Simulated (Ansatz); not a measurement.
# S on Ag(100): change of the work function

Wanted: Δφ(θ) for S/Ag(100), starting from the hollow site.

Program: Ansatz 0.2.0. Level of theory: plane-wave DFT, PBE, Ansatz PAW. Results are calculated unless marked as measured.

### Step 1. Starting point

The cell holds 4 atoms: 4 Ag. Cell: a = 2.892 Å, b = 2.892 Å, c = 24.135 Å, α = 90.0°, β = 90.0°, γ = 90.0°. Vacuum lies along c.

### Step 2. The clean slab

The bare slab comes first, as the zero from which every change is counted. The two lowest layers are held at bulk places and the upper ones relax. The dipole correction removes the false field that a one-sided slab makes across the periodic vacuum, so each face gets a flat vacuum level of its own.

Input file input.yaml:

```yaml
crystal:
  lattice:
    - [2.8920667351, 0.0, 0.0]
    - [0.0, 2.8920667351, 0.0]
    - [0.0, 0.0, 24.135]
  atoms:
    - { symbol: Ag, position: [0.5, 0.5, 0.3729024239] }
    - { symbol: Ag, position: [0.0, 0.0, 0.4576341413] }
    - { symbol: Ag, position: [0.5, 0.5, 0.5423658587] }
    - { symbol: Ag, position: [0.0, 0.0, 0.6270975761] }
kpoints:
  mp_grid: { grid: [12, 12, 1] }
hamiltonian:
  xc: pbe
scf:
  occupations: { method: fermi_dirac, width: 0.1 }
  convergence: { dr2_threshold: 1.0e-08 }
efield:
  axis: 3
  dipole_correction: true
  ramp_position: 0.97
  ramp_width: 0.06
relax:
  f_tol: 0.02
  max_steps: 60
  constraints: [{ sites: [0, 1] }]
output:
  write_potential: true
  write_density: true
  volumetric_format: npy
```

Started as:

```
ansatz run input.yaml --threads 4 --pin off --max-ram 6144MiB --backend cpu --events-out ev --progress --plain --runs-dir out
```

Numbers of over 12 decimals in the logs are rounded to 6 here.

The log of the run:

```text
Engine: ansatz 0.2.0, x86_64-unknown-linux-gnu
Pseudopotentials: kind: paw
Pseudopotential: Ag, paw, valence charge 19, recommended cutoff 420 eV (normal), Ag.paw.azcp
Functional definition: PBE
  parameter kappa = 0.804
  parameter beta = 0.066725
  exchange = pbe_x(kappa = kappa, mu = beta*pi^2/3)
  correlation = pbe_c(beta = beta)
Crystal: 4 atoms, lattice volume = 201.866 Å³
Basis set: ecut = 420 eV, 3917 PW (Γ), exchange–correlation on 40×40×324 points (8 copies of the dense FFT grid, shifted against one another)
Bands: 46, of which v1, the nominal top of the filled ones, is band 38 counted from 1 (37 counted from 0)
Symmetry: 8 space group operations
k-points: 28 of 144
Non-local potential: Ag, projectors of the file, l = 0: 3, l = 1: 2, l = 2: 2, l = 3: 1
PAW form: soft (Blöchl's): semilocal exchange-correlation on the pseudo side does not see the compensation charge
PAW one-centre angular grid: Ag, 590 points (default); XC on 64 Gauss nodes
Initial density: superposition of atomic densities (neutral atoms: chi_scale 0, normalization atom), corrected by the library's trained network
Initial wavefunctions: pseudopotential atomic-orbital guess
Functional: x = pbe(κ = 0.804, μ = 0.219515), c = pbe(β = 0.066725)
SCF iter   1: F=—  HF=-30361.340084 eV  |F-HF|=—  |Δ(HF+E_count)|=         —  Δρ=9.03e-4  dr2=2.92e-3  ethr=1.77e-3  p=0.000 e·Å  D=3.97e-13 V/Å  ΔV_dip=-0.00 eV  dr2_dipole=4.44e-9  V_vac-E_F(+/−)=4.19/4.19 eV  ⟨swp⟩=7.9  Hψ=5507  notcnv=0  defer=6
efield: sawtooth ramp at fractional position 0.9700 (set: `efield.ramp_position`, or a place that a band, a saddle search or an elastic batch's reference lends), width 0.0600; the density the first Hamiltonian is built on has a dipole p = 0.000 e·Å; the dipole correction subtracts the counter field D = 3.97e-13 V/Å, which shifts the + side's vacuum level by -0.00 eV against the − side's; the planar-averaged density in the ramp window peaks in size at 4.8e-6 e/Å³
preconditioner: auto → LDOS  [metal: Δε(μ)=0.119 eV  Ē_g=9.007 eV  σ=0.100 eV  W_gap=0.28  n_scr=44 (ndim 8)  ℏωp=17.3 eV  f_vac=0.610  D(μ)=1.07/eV (n_scr^D=6)  β→1.0]
SCF iter   2: F=—  HF=-30361.345099 eV  |F-HF|=—  |Δ(HF+E_count)|=   5.02e-3  Δρ=8.96e-4  dr2=1.74e-3  ethr=3.84e-6  p=-0.000 e·Å  D=-7.64e-6 V/Å  ΔV_dip=0.00 eV  dr2_dipole=1.72e-9  V_vac-E_F(+/−)=4.23/4.23 eV  ⟨swp⟩=3.0  Hψ=3082  notcnv=0  defer=35
SCF iter   3: F=—  HF=-30361.344741 eV  |F-HF|=—  |Δ(HF+E_count)|=   3.58e-4  Δρ=3.66e-4  dr2=2.21e-4  ethr=2.29e-6  p=-0.000 e·Å  D=-3.20e-6 V/Å  ΔV_dip=0.00 eV  dr2_dipole=1.41e-9  V_vac-E_F(+/−)=4.23/4.23 eV  ⟨swp⟩=2.1  Hψ=2096  notcnv=0  defer=35
SCF iter   4: F=—  HF=-30361.344703 eV  |F-HF|=—  |Δ(HF+E_count)|=   3.79e-5  Δρ=5.37e-5  dr2=7.54e-6  ethr=2.91e-7  p=-0.000 e·Å  D=-1.94e-6 V/Å  ΔV_dip=0.00 eV  dr2_dipole=2.69e-10  V_vac-E_F(+/−)=4.23/4.23 eV  ⟨swp⟩=2.1  Hψ=1960  notcnv=0  defer=35
SCF iter   5: F=—  HF=-30361.344706 eV  |F-HF|=—  |Δ(HF+E_count)|=   2.68e-6  Δρ=2.23e-5  dr2=1.20e-6  ethr=9.92e-9  p=-0.000 e·Å  D=-8.38e-7 V/Å  ΔV_dip=0.00 eV  dr2_dipole=2.87e-11  V_vac-E_F(+/−)=4.23/4.23 eV  ⟨swp⟩=2.3  Hψ=2137  notcnv=0  defer=35
SCF iter   6: F=—  HF=-30361.344706 eV  |F-HF|=—  |Δ(HF+E_count)|=   1.67e-7  Δρ=7.89e-6  dr2=1.50e-7  ethr=1.58e-9  p=-0.000 e·Å  D=-3.00e-7 V/Å  ΔV_dip=0.00 eV  dr2_dipole=1.10e-12  V_vac-E_F(+/−)=4.23/4.23 eV  ⟨swp⟩=2.0  Hψ=1850  notcnv=0  defer=35
SCF iter   7: F=-30361.344706 eV  HF=-30361.344706 eV  |F-HF|=1.88e-8  |Δ(HF+E_count)|=   2.77e-8  Δρ=2.32e-6  dr2=9.51e-9  ethr=1.32e-11  p=-0.000 e·Å  D=-1.48e-7 V/Å  ΔV_dip=0.00 eV  dr2_dipole=4.74e-14  V_vac-E_F(+/−)=4.23/4.23 eV  ⟨swp⟩=7.3  Hψ=8723  notcnv=0
SCF 1 converged in 7 iterations: F = -30361.344706 eV  dr2 = 9.51e-9
  greatest PAW one-centre occupation: 1.000 electrons in one spin orbital (limit 2), on the Ag atom at site 1 (counted from 0), in its partial waves of l = 0
relax step   1: F+E_penalty+E_count = -30361.34470629 eV  Δ(F+E_penalty+E_count) = +0.000e0 eV  max|allowed force component| = 1.102e-1 eV/Å  Δτ_max = 0.0000 Å  (7 SCF iters, accepted)
Initial density: handed on by an earlier stage of this run
Initial wavefunctions: those handed on with the density
iter 1 solved again at ethr=3.44e-5 eV; its pass at ethr=3.10e-3 eV (dr2=2.61e-2 eV) is discarded
SCF iter   1: F=—  HF=-30361.358101 eV  |F-HF|=—  |Δ(HF+E_count)|=         —  Δρ=3.49e-3  dr2=2.40e-2  ethr=3.44e-5  p=0.000 e·Å  D=1.08e-7 V/Å  ΔV_dip=-0.00 eV  dr2_dipole=3.97e-5  V_vac-E_F(+/−)=4.24/4.24 eV  ⟨swp⟩=2.0  Hψ=5174  notcnv=0  defer=46
efield: sawtooth ramp at fractional position 0.9700 (set: `efield.ramp_position`, or a place that a band, a saddle search or an elastic batch's reference lends), width 0.0600; the density the first Hamiltonian is built on has a dipole p = 0.000 e·Å; the dipole correction subtracts the counter field D = 1.08e-7 V/Å, which shifts the + side's vacuum level by -0.00 eV against the − side's; the planar-averaged density in the ramp window peaks in size at 6.4e-7 e/Å³
preconditioner: auto → LDOS  [metal: Δε(μ)=0.119 eV  Ē_g=8.924 eV  σ=0.100 eV  W_gap=0.29  n_scr=44 (ndim 8)  ℏωp=17.3 eV  f_vac=0.604  D(μ)=1.17/eV (n_scr^D=6)  β→1.0]
SCF iter   2: F=—  HF=-30361.356349 eV  |F-HF|=—  |Δ(HF+E_count)|=   1.75e-3  Δρ=2.86e-3  dr2=3.09e-2  ethr=3.16e-5  p=0.002 e·Å  D=1.76e-3 V/Å  ΔV_dip=-0.04 eV  dr2_dipole=4.06e-3  V_vac-E_F(+/−)=4.19/4.23 eV  ⟨swp⟩=2.0  Hψ=2336  notcnv=0  defer=46
SCF iter   3: F=—  HF=-30361.350078 eV  |F-HF|=—  |Δ(HF+E_count)|=   6.27e-3  Δρ=5.21e-4  dr2=9.87e-4  ethr=3.16e-5  p=-0.000 e·Å  D=-2.51e-4 V/Å  ΔV_dip=0.01 eV  dr2_dipole=1.99e-4  V_vac-E_F(+/−)=4.24/4.24 eV  ⟨swp⟩=2.0  Hψ=1949  notcnv=0  defer=46
SCF iter   4: F=—  HF=-30361.350181 eV  |F-HF|=—  |Δ(HF+E_count)|=   1.02e-4  Δρ=6.32e-4  dr2=7.38e-4  ethr=1.30e-6  p=-0.000 e·Å  D=-2.97e-4 V/Å  ΔV_dip=0.01 eV  dr2_dipole=1.08e-7  V_vac-E_F(+/−)=4.24/4.24 eV  ⟨swp⟩=2.0  Hψ=2295  notcnv=0  defer=46
SCF iter   5: F=—  HF=-30361.349980 eV  |F-HF|=—  |Δ(HF+E_count)|=   2.01e-4  Δρ=3.60e-5  dr2=2.35e-6  ethr=9.71e-7  p=-0.001 e·Å  D=-5.46e-4 V/Å  ΔV_dip=0.01 eV  dr2_dipole=2.99e-7  V_vac-E_F(+/−)=4.25/4.24 eV  ⟨swp⟩=2.0  Hψ=2232  notcnv=0  defer=46
SCF iter   6: F=—  HF=-30361.350015 eV  |F-HF|=—  |Δ(HF+E_count)|=   3.53e-5  Δρ=1.30e-5  dr2=3.16e-7  ethr=3.10e-9  p=-0.001 e·Å  D=-5.70e-4 V/Å  ΔV_dip=0.01 eV  dr2_dipole=1.51e-8  V_vac-E_F(+/−)=4.25/4.24 eV  ⟨swp⟩=3.0  Hψ=2323  notcnv=0  defer=49
SCF iter   7: F=—  HF=-30361.350015 eV  |F-HF|=—  |Δ(HF+E_count)|=   3.22e-7  Δρ=3.73e-6  dr2=3.71e-8  ethr=4.15e-10  p=-0.001 e·Å  D=-5.79e-4 V/Å  ΔV_dip=0.01 eV  dr2_dipole=1.28e-9  V_vac-E_F(+/−)=4.25/4.24 eV  ⟨swp⟩=2.0  Hψ=1866  notcnv=0  defer=51
SCF iter   8: F=-30361.350015 eV  HF=-30361.350015 eV  |F-HF|=9.98e-9  |Δ(HF+E_count)|=   2.02e-8  Δρ=1.51e-6  dr2=4.03e-9  ethr=1.32e-11  p=-0.001 e·Å  D=-5.85e-4 V/Å  ΔV_dip=0.01 eV  dr2_dipole=9.77e-11  V_vac-E_F(+/−)=4.25/4.24 eV  ⟨swp⟩=9.0  Hψ=7973  notcnv=0
SCF 2 converged in 8 iterations: F = -30361.350015 eV  dr2 = 4.03e-9
relax step   2: F+E_penalty+E_count = -30361.35001537 eV  Δ(F+E_penalty+E_count) = -5.309e-3 eV  max|allowed force component| = 8.596e-2 eV/Å  Δτ_max = 0.1538 Å  (8 SCF iters, accepted)
SCF iter   1: F=—  HF=-30361.354391 eV  |F-HF|=—  |Δ(HF+E_count)|=         —  Δρ=1.45e-3  dr2=4.45e-3  ethr=5.34e-5  p=-0.001 e·Å  D=-5.85e-4 V/Å  ΔV_dip=0.01 eV  dr2_dipole=5.19e-5  V_vac-E_F(+/−)=4.25/4.23 eV  ⟨swp⟩=4.6  Hψ=3474  notcnv=0  defer=50
efield: sawtooth ramp at fractional position 0.9700 (set: `efield.ramp_position`, or a place that a band, a saddle search or an elastic batch's reference lends), width 0.0600; the density the first Hamiltonian is built on has a dipole p = -0.001 e·Å; the dipole correction subtracts the counter field D = -5.85e-4 V/Å, which shifts the + side's vacuum level by +0.01 eV against the − side's; the planar-averaged density in the ramp window peaks in size at 4.0e-7 e/Å³
preconditioner: auto → LDOS  [metal: Δε(μ)=0.130 eV  Ē_g=8.950 eV  σ=0.100 eV  W_gap=0.31  n_scr=44 (ndim 8)  ℏωp=17.3 eV  f_vac=0.606  D(μ)=1.11/eV (n_scr^D=6)  β→1.0]
SCF iter   2: F=—  HF=-30361.354270 eV  |F-HF|=—  |Δ(HF+E_count)|=   1.21e-4  Δρ=1.33e-3  dr2=5.72e-3  ethr=5.85e-6  p=-0.002 e·Å  D=-1.43e-3 V/Å  ΔV_dip=0.03 eV  dr2_dipole=3.82e-4  V_vac-E_F(+/−)=4.27/4.24 eV  ⟨swp⟩=2.3  Hψ=2617  notcnv=0  defer=50
SCF iter   3: F=—  HF=-30361.353010 eV  |F-HF|=—  |Δ(HF+E_count)|=   1.26e-3  Δρ=2.74e-4  dr2=1.68e-4  ethr=5.85e-6  p=-0.001 e·Å  D=-4.82e-4 V/Å  ΔV_dip=0.01 eV  dr2_dipole=1.17e-5  V_vac-E_F(+/−)=4.25/4.23 eV  ⟨swp⟩=2.0  Hψ=2030  notcnv=0  defer=50
SCF iter   4: F=—  HF=-30361.353012 eV  |F-HF|=—  |Δ(HF+E_count)|=   1.88e-6  Δρ=2.42e-4  dr2=1.03e-4  ethr=2.21e-7  p=-0.001 e·Å  D=-5.04e-4 V/Å  ΔV_dip=0.01 eV  dr2_dipole=3.86e-8  V_vac-E_F(+/−)=4.25/4.23 eV  ⟨swp⟩=2.6  Hψ=2285  notcnv=0  defer=50
SCF iter   5: F=—  HF=-30361.352987 eV  |F-HF|=—  |Δ(HF+E_count)|=   2.50e-5  Δρ=8.74e-5  dr2=1.41e-5  ethr=1.35e-7  p=-0.001 e·Å  D=-4.56e-4 V/Å  ΔV_dip=0.01 eV  dr2_dipole=8.83e-9  V_vac-E_F(+/−)=4.24/4.23 eV  ⟨swp⟩=2.0  Hψ=1676  notcnv=0  defer=50
SCF iter   6: F=—  HF=-30361.352987 eV  |F-HF|=—  |Δ(HF+E_count)|=   2.97e-7  Δρ=2.30e-5  dr2=1.02e-6  ethr=1.86e-8  p=-0.000 e·Å  D=-4.19e-4 V/Å  ΔV_dip=0.01 eV  dr2_dipole=2.19e-8  V_vac-E_F(+/−)=4.24/4.23 eV  ⟨swp⟩=2.0  Hψ=2110  notcnv=0  defer=50
SCF iter   7: F=—  HF=-30361.352989 eV  |F-HF|=—  |Δ(HF+E_count)|=   2.40e-6  Δρ=4.56e-6  dr2=5.35e-8  ethr=1.34e-9  p=-0.000 e·Å  D=-4.08e-4 V/Å  ΔV_dip=0.01 eV  dr2_dipole=6.92e-9  V_vac-E_F(+/−)=4.24/4.23 eV  ⟨swp⟩=2.0  Hψ=2053  notcnv=0  defer=50
SCF iter   8: F=-30361.352989 eV  HF=-30361.352989 eV  |F-HF|=3.71e-10  |Δ(HF+E_count)|=   3.54e-9  Δρ=1.26e-6  dr2=3.97e-9  ethr=1.32e-11  p=-0.000 e·Å  D=-4.02e-4 V/Å  ΔV_dip=0.01 eV  dr2_dipole=2.72e-10  V_vac-E_F(+/−)=4.24/4.23 eV  ⟨swp⟩=9.1  Hψ=8163  notcnv=0
SCF 3 converged in 8 iterations: F = -30361.352989 eV  dr2 = 3.97e-9
relax step   3: F+E_penalty+E_count = -30361.35298904 eV  Δ(F+E_penalty+E_count) = -2.974e-3 eV  max|allowed force component| = 6.064e-3 eV/Å  Δτ_max = 0.0609 Å  (8 SCF iters, accepted)
NSCF: frozen V_eff on 28 k-points
the band table was solved once a step of the walk had ended and its energy, with any forces and stress, was formed, with the checks that follow a solve (6830 applications of the Hamiltonian). They found nothing against the state; the energy, forces and stress were not computed again (output.eigenvalues in the input reference)
WARN: The output density's exchange-correlation potential varies sharply where the density is thin. Do not read a vacuum level from v_tot or v_xc, or from such a field of the output density. On a cell that repeats whose density bears no net charge and no dipole along the vacuum's axis use v_es (v_loc + v_h of the components); under efield.dipole_correction with no amplitude use v_es + v_field, which holds any externa [...]
SCF converged after 8 iterations
Free energy (F): -30361.352989 eV
Harris-Foulkes:  -30361.352989 eV  (|F-HF|=3.71e-10)
Internal energy: -30361.314367 eV  (E = F + TS)
E sigma→0 (E₀):  -30361.333678 eV
Entropy (-TS):   -0.038622 eV (-9.655 meV/atom)
Fermi energy:    3.092469 eV
Dipole field:    D = -0.000380 V/Å  (p = -0.000424 e·Å, saw-weighted, corrected)
Work function:   Φ+ = 4.2431 eV   Φ− = 4.2339 eV
Levels:          The Fermi level and band energies are counted from a zero that moves with the ramp; work functions are not
--- Per-component energies (eV) ---
  E_band       = -2008.033154
  E_kinetic    = 2108.706538
  E_local      = -119496.474579  (includes V_loc(G=0)·N_el)
  E_nonlocal   = 321.284071
  E_hartree    = 58822.081479
  E_xc         = -737.592717
  E_vxc        = -936.881143  (∫ρ·V_xc dr)
  E_paw        = -15609.609590  (= ΣΔE_a)
  E_vpaw       = -1648.829283  (= ΣTr[D̂ρ^β])
  E_aug_tail   = 0.001303  (compensation charges beyond the density's cutoff)
  E_efield     = 0.000000  (sawtooth field / dipole correction)
  E_vefield    = 0.001127  (∫n·V_field dr)
  E_ewald      = 44230.289129
  E_smearing   = -0.038622  (= −TS)
  E_closure    = -0.000000  (closes the sum)
  Σ components = -30361.352989   (vs F -30361.352989, Δ=0.00e0)
--- Forces (eV/Å), atoms counted from 1 ---
  atom   1  Ag    -0.00000000     0.00000000    -0.09067588
  atom   2  Ag    -0.00000000     0.00000000     0.08068782
  atom   3  Ag     0.00000000     0.00000000     0.00606432
  atom   4  Ag     0.00000000     0.00000000     0.00391748
  max |Σ_I F_I| component: 6.25e-6 eV/Å
--- Band table (eV; the first three rows and the last of 28) ---
  k-point 0: bands = [... 34 lower, 0.0459, 0.1262, 0.1943, 0.1943, 0.4083, 2.8425, 4.3409, 7.1872, ... 4 higher]
  k-point 1: bands = [... 34 lower, -0.0926, -0.0274, 0.0815, 0.2166, 0.7221, 3.0451, 4.6143, 7.3181, ... 4 higher]
  k-point 2: bands = [... 34 lower, -0.1400, -0.1245, 0.0515, 0.2137, 1.2303, 3.5782, 5.3249, 7.6855, ... 4 higher]
  k-point 27: bands = [... 34 lower, 0.5700, 0.5876, 5.5749, 5.5749, 7.4400, 7.4400, 9.8432, 9.8432, ... 4 higher]
--- Relaxed structure (3 steps of the walk, 3 accepted, 0 SCFs on fresh bases) ---
  F+E_penalty+E_count = -30361.35298904 eV   max|allowed force component| = 6.064e-3 eV/Å
  atoms:
    - { symbol: Ag, position: [0.5, 0.5, 0.3729024239] }
    - { symbol: Ag, position: [0.0, 0.0, 0.4576341413] }
    - { symbol: Ag, position: [0.5, 0.5, 0.544976] }
    - { symbol: Ag, position: [0, 0.0, 0.630949] }
```

Run time: 4.8 s. Hardware: 4 threads of AMD EPYC 9R45, shared host; peak memory 0.64 GiB.

Relaxation path:

```csv
step,energy less that of the first step (eV),largest force component (eV/Å)
1,0.0000,0.1102
2,-0.0053,0.0860
3,-0.0083,0.0061
```

The run keeps the 8 symmetry operations that it works with, so distortions that break them were not tested.

The atoms that moved most (Å):

| atom | dx | dy | dz | length |
| --- | --- | --- | --- | --- |
| Ag4 | 0.000 | 0.000 | 0.093 | 0.093 |
| Ag3 | 0.000 | 0.000 | 0.063 | 0.063 |

Final coordinates:

```xyz
4
Lattice="2.8921 0.0000 0.0000 0.0000 2.8921 0.0000 0.0000 0.0000 24.1350" Properties=species:S:1:pos:R:3
Ag    1.4460    1.4460    9.0000
Ag    0.0000    0.0000   11.0450
Ag    1.4460    1.4460   13.1530
Ag    0.0000    0.0000   15.2279
```

This step gave:

* energy at zero smearing: -30361.3337 eV
* work function, upper face: 4.243 eV
* dipole along the normal: -4.24e-4 e·Å

Running mean over 2.045 Å of the planar mean; the ramp of the sawtooth is left out. The electron's electrostatic potential energy less the Fermi level by z:

z (Å), electron's electrostatic potential energy less the Fermi level (eV) and a bar from the least value:
```
      3.0       4.23 ##############################
      3.5       4.23 ##############################
      4.0       4.23 ##############################
      4.5       4.23 ##############################
      5.0       4.23 ##############################
      5.5       4.22 ##############################
      6.0       4.18 ##############################
      6.5       4.06 #############################
      7.0       3.63 ############################
      7.5       1.94 #######################
      8.0      -1.25 ##############
      8.5      -4.31 #####
      9.0      -5.66 #
      9.5      -5.92 
     10.0      -5.98 
     10.5      -6.01 
     11.0      -5.98 
     11.5      -5.77 #
     12.0      -5.59 #
     12.5      -5.67 #
     13.0      -5.89 
     13.5      -5.90 
     14.0      -5.79 #
     14.5      -5.77 #
     15.0      -5.75 #
     15.5      -5.14 ###
     16.0      -2.77 #########
     16.5       0.61 ###################
     17.0       3.10 ###########################
     17.5       3.94 #############################
     18.0       4.16 ##############################
     18.5       4.22 ##############################
     19.0       4.24 ##############################
     19.5       4.24 ##############################
     20.0       4.24 ##############################
     20.5       4.24 ##############################
     21.0       4.24 ##############################
```

The relaxation took 3 steps and lowered the energy by 0.0083 eV; the largest force on the free atoms ends at 0.0061 eV/Å.

The work function of the upper face is 4.24 eV.

[end of part 1 of 3]

[Logs are printed without paths, hosts, clocks, repeated set-up lines and the standing remarks that a program may print on its own settings, such as how far it seeks lower states.]

[Hosts, paths, dates, database ids (printed as entryN), source tags and the programs' standing remarks are cut or masked in the printed files.]

[Maps of the electrostatic potential energy from Ansatz leave out the sawtooth potential of an applied field or a dipole correction, so their vacuum need not be flat; planar profiles and work functions include it.]
